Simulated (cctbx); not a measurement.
# Solving a structure by charge flipping

Cell a = 7.6780 Å, b = 7.6780 Å, c = 13.4950 Å, α = 90.00°, β = 90.00°, γ = 90.00°; space group I4/mcm (no. 140); content Bi4 Tb16 Sb4 Mn8.

The data are simulated with cctbx, not measured: Ag Kα, λ = 0.56087 Å, to d = 0.6 Å, 80 % of the full sphere, strongest reflection 70000 counts, noise from counting, a 1.5 % proportional error and a noise floor of 8 counts (s.d.); no absorption.

Charge flipping in P1 on plain amplitudes to 0.8 Å, δ = 1.1 σ, 30 % of the reflections treated as weak, 150 cycles:

```text
cycle      R  skewness
    0  0.627     0.33
   12  0.290     5.36
   24  0.232     5.02
   36  0.215     4.88
   48  0.212     4.80
   60  0.212     4.81
   72  0.210     4.76
   84  0.210     4.82
   96  0.209     4.79
  108  0.217     4.71
  120  0.207     4.73
  132  0.213     4.71
  144  0.214     4.71
origin shift          correlation  skewness
 0.419  0.285  0.095      0.867      4.92
 0.255  0.622  0.243      0.873      3.35
 0.280  0.584 -0.127      0.865      2.31
 0.421  0.784  0.096      0.846      3.61
taken: symmetry correlation 0.867, skewness 4.92
peak      x       y       z  mult  height/sigma
Q1    0.0000  0.0000  0.0000    4     17.3
Q2    0.1623  0.3377  0.3641   16     10.9
Q3    0.0000  0.0000  0.2500    4     10.8
Q4    0.1489  0.3511  0.0000    8      5.0
Q5    0.1497  0.3503  0.1353   16      2.3
Q6    0.0643  0.1464  0.0000   16      2.2
Q7    0.1744  0.2308  0.5000   16      1.7
Q8    0.0326  0.3106  0.5000   16      1.7
Q9    0.1700  0.3300  0.2771   16      1.5
```

The origin is taken among those within 0.04 of the best correlation, by the skewness of the map.

It took 0.76 s on 1 thread of Arm Neoverse N1 (shared host), peak memory 0.08 GiB.

Q: Assign the peaks.

Heights go roughly as Z and multiplicities must add up to the content. First model: Q1 = Bi1 (4 in the cell, height 17.3), Q2 = Tb1 (16 in the cell, height 10.9), Q3 = Sb1 (4 in the cell, height 10.8) and Q4 = Mn1 (8 in the cell, height 5.0). Against the true structure, Q1 is Bi, Q2 is Tb, Q3 is Sb and Q4 is Mn; the other peaks are not atoms.

Least squares on F², isotropic:

```text
Rint 0.019, 549 unique reflections to 0.60 A
cycle     R1     wR2    GooF  max shift (A)
   1  0.2237  0.4526  36.100   0.32794
   3  0.0166  0.0382   3.044   0.00000
final R1 0.0166 wR2 0.0382 GooF 3.044  parameters 7  data/parameter 78.4
atom        x        y        z      Ueq    occ   su(xyz)  su(Uiso or U11)
Bi1    0.00000  0.00000  0.00000   0.0226  1.000  0.00000  0.0001
Tb1    0.15822  0.34178  0.36240   0.0185  1.000  0.00002  0.0001
Sb1    0.00000  0.00000  0.25000   0.0225  1.000  0.00000  0.0001
Mn1    0.11884  0.38116  0.00000   0.0297  1.000  0.00014  0.0003
difference map: max 3.51 min -2.82 rms 0.26
Q1    0.1216  0.3784  0.3587   16    3.92  0.40 A from Tb1
Q2    0.1950  0.3050  0.3667   16    3.76  0.40 A from Tb1
Q3    0.1571  0.3429  0.0000    8    2.00  0.42 A from Mn1
Q4    0.0808  0.4192  0.0000    8    1.94  0.41 A from Mn1
Q5    0.0000  0.0000  0.0000    4    1.49  0.00 A from Bi1
```

Anisotropic refinement:

```text
Rint 0.019, 549 unique reflections to 0.60 A
cycle     R1     wR2    GooF  max shift (A)
   1  0.0167  0.0382   3.064   0.00019
   2  0.0058  0.0120   0.965   0.00000
final R1 0.0058 wR2 0.0120 GooF 0.965  parameters 14  data/parameter 39.2
atom        x        y        z      Ueq    occ   su(xyz)  su(Uiso or U11)
Bi1    0.00000  0.00000  0.00000   0.0226  1.000  0.00000  0.0000
Tb1    0.15821  0.34179  0.36240   0.0185  1.000  0.00001  0.0000
Sb1    0.00000  0.00000  0.25000   0.0225  1.000  0.00000  0.0001
Mn1    0.11886  0.38114  0.00000   0.0299  1.000  0.00005  0.0001
difference map: max 0.51 min -0.57 rms 0.11
Q1    0.0572  0.4428  0.5000    8    0.51  1.43 A from Mn1
Q2    0.0684  0.1348  0.5000   16    0.43  1.16 A from Bi1
Q3    0.1991  0.3009  0.2722   16    0.43  1.30 A from Tb1
Q4    0.0758  0.1415  0.3847   32    0.43  1.69 A from Tb1
Q5    0.0339  0.2102  0.0000   16    0.41  1.47 A from Mn1
Q6    0.1185  0.2138  0.3166   32    0.41  1.20 A from Tb1
```

**Reading.** The refinement ends at R1 = 0.0058, wR2 = 0.0120, GooF = 0.96, with difference density between -0.57 and 0.51 e/Å³. Every site matches the true model in element, within 0.001 Å r.m.s., up to an allowed shift of origin.

True model:

| atom | mult. | x | y | z | Ueq (Å²) |
| --- | --- | --- | --- | --- | --- |
| Bi1 | 4 | 1/2 | 1/2 | 0 | 0.0226 |
| Tb1 | 16 | 0.6582 | 0.8418 | 0.1376 | 0.0185 |
| Sb1 | 4 | 1/2 | 1/2 | 1/4 | 0.0226 |
| Mn1 | 8 | 0.1189 | 0.3811 | 0 | 0.0299 |

The model was made for the exercise: a known structure type with other elements put in, its volume estimated, not relaxed; displacement parameters are assumed.

[Middle refinement cycles are left out of these outputs.]

[Logs are printed without paths, hosts, clocks, repeated set-up lines and the standing remarks that a program may print on its own settings, such as how far it seeks lower states.]
